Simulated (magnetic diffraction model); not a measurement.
# Which magnetic order? MnSi₂SnS₆

Space group C2/c (no. 15), a = 12.8570 Å, b = 11.9610 Å, c = 6.6280 Å, β = 112.39°.

| site | atom | x | y | z |
| --- | --- | --- | --- | --- |
| 4e | Sn | 0 | 0.1343 | 3/4 |
| 4e | Mn | 0 | 0.2521 | 1/4 |
| 8f | S | 0.8472 | 0.1630 | 0.3201 |
| 8f | S | 0.9121 | 0.2969 | 0.8915 |
| 8f | S | 0.8137 | 0.4962 | 0.5463 |
| 8f | Si | 0.2158 | 0.4101 | 0.7186 |

The compound is invented for this exercise: a known structure type with other elements, its cell scaled to their sizes and not relaxed.

Only Mn is taken to order (form factors of Mn2+); orders and moment sizes are assumed, and not adapted to the symmetry. Radiation: neutrons of λ = 1.909 Å, 1.5° to 30°; isotropic B of 0.14 Å² (Sn), 0.18 Å² (Mn), 0.21 Å² (S) and 0.28 Å² (Si). Simulated constant-wavelength pattern: nuclear and magnetic terms add, the magnetic one as |2.695 fm × Σ f S⊥ exp(2πi Q·r) exp(−B s²)|², summed over all Q at one angle with the factor 1/(sin²θ cos θ). For a modulated order the moment at position r is S exp(−2πi k·r) + c.c., with S = m/2 for a sine wave of amplitude m and S = m(u + iv)/2 for moments turning in a plane, u and v being orthogonal unit vectors in it; the phase factor of the sum at Q = H + k is then exp(2πi H·r). Free-ion form factors, Sears's scattering lengths of 1992, no absorption; a label names one of the reflections at its angle. The strongest nuclear line in the range is 100, and lines under 0.2 are left out.

Above the ordering temperature:

| 2θ (°) | index | I |
| --- | --- | --- |
| 13.00 | (1 1 0) | 0.8 |
| 18.37 | (0 2 0) | 7.9 |
| 18.48 | (2 0 0) | 23.2 |
| 19.11 | (1 1 -1) | 44.2 |
| 24.93 | (1 1 1) | 44.2 |
| 25.77 | (0 2 1) | 21.5 |
| 26.17 | (2 2 0) | 9.8 |
| 27.49 | (2 2 -1) | 100.0 |
| 28.37 | (3 1 -1) | 12.7 |
| 29.25 | (1 3 0) | 12.3 |
| 29.40 | (3 1 0) | 32.3 |

Below it (cell unchanged):

| 2θ (°) | I |
| --- | --- |
| 11.49 | 79.4 |
| 13.00 | 0.8 |
| 14.71 | 55.5 |
| 18.07 | 22.3 |
| 18.37 | 7.9 |
| 18.48 | 23.2 |
| 19.11 | 44.2 |
| 20.41 | 16.8 |
| 24.15 | 16.1 |
| 24.93 | 44.2 |
| 25.77 | 21.5 |
| 25.97 | 12.9 |
| 26.17 | 9.8 |
| 27.03 | 15.8 |
| 27.49 | 100.0 |
| 27.50 | 12.6 |
| 28.37 | 12.7 |
| 28.74 | 7.6 |
| 29.13 | 10.5 |
| 29.25 | 12.3 |
| 29.40 | 32.3 |

**Question.** Find the propagation vector, then choose among these models:
A. moments turning in the plane of [010] and [001], 4.52 μB on Mn; signs + at (0, 0.2521, 1/4), − at (0, 0.7479, 3/4)
B. a sine wave with moments along [001] (amplitudes given), 4.52 μB on Mn; signs + at (0, 0.2521, 1/4), − at (0, 0.7479, 3/4)
C. moments turning in the plane of [100] and [001], 4.52 μB on Mn; signs + at (0, 0.2521, 1/4), − at (0, 0.7479, 3/4)
D. a sine wave with moments along [010] (amplitudes given), 4.52 μB on Mn; signs + at (0, 0.2521, 1/4), − at (0, 0.7479, 3/4)

The new lines index as (1 3/4 0) at 11.49°, (1 5/4 0) at 14.71°, (0 1/4 1) at 18.07° and (2 1/4 -1) at 20.41°, that is as H ± k with k = (0 1/4 0). Satellites come in pairs about each point of the reciprocal lattice.

Magnetic intensity, observed (below minus above) and for each model:

| 2θ (°) | index | observed | A | B | C | D |
| --- | --- | --- | --- | --- | --- | --- |
| 11.49 | (1 3/4 0) | 79.4 | 96.2 | 58.5 | 79.4 | 37.6 |
| 14.71 | (1 5/4 0) | 55.5 | 48.1 | 34.5 | 55.5 | 13.6 |
| 18.07 | (0 1/4 1) | 22.3 | 25.1 | 3.5 | 22.3 | 21.6 |
| 20.41 | (2 1/4 -1) | 16.8 | 22.0 | 5.6 | 16.8 | 16.4 |
| 24.15 | (0 7/4 1) | 16.1 | 12.0 | 5.9 | 16.1 | 6.2 |
| 25.97 | (2 7/4 -1) | 12.9 | 11.2 | 5.5 | 12.9 | 5.7 |
| 27.03 | (1 11/4 0) | 15.8 | 9.4 | 8.4 | 15.8 | 1.0 |
| 27.50 | (0 9/4 1) | 12.6 | 8.6 | 5.1 | 12.6 | 3.5 |

Model C matches.

The structure used: k = (0 1/4 0), moments turning in the plane of [100] and [001], 4.52 μB on Mn; signs + at (0, 0.2521, 1/4), − at (0, 0.7479, 3/4).
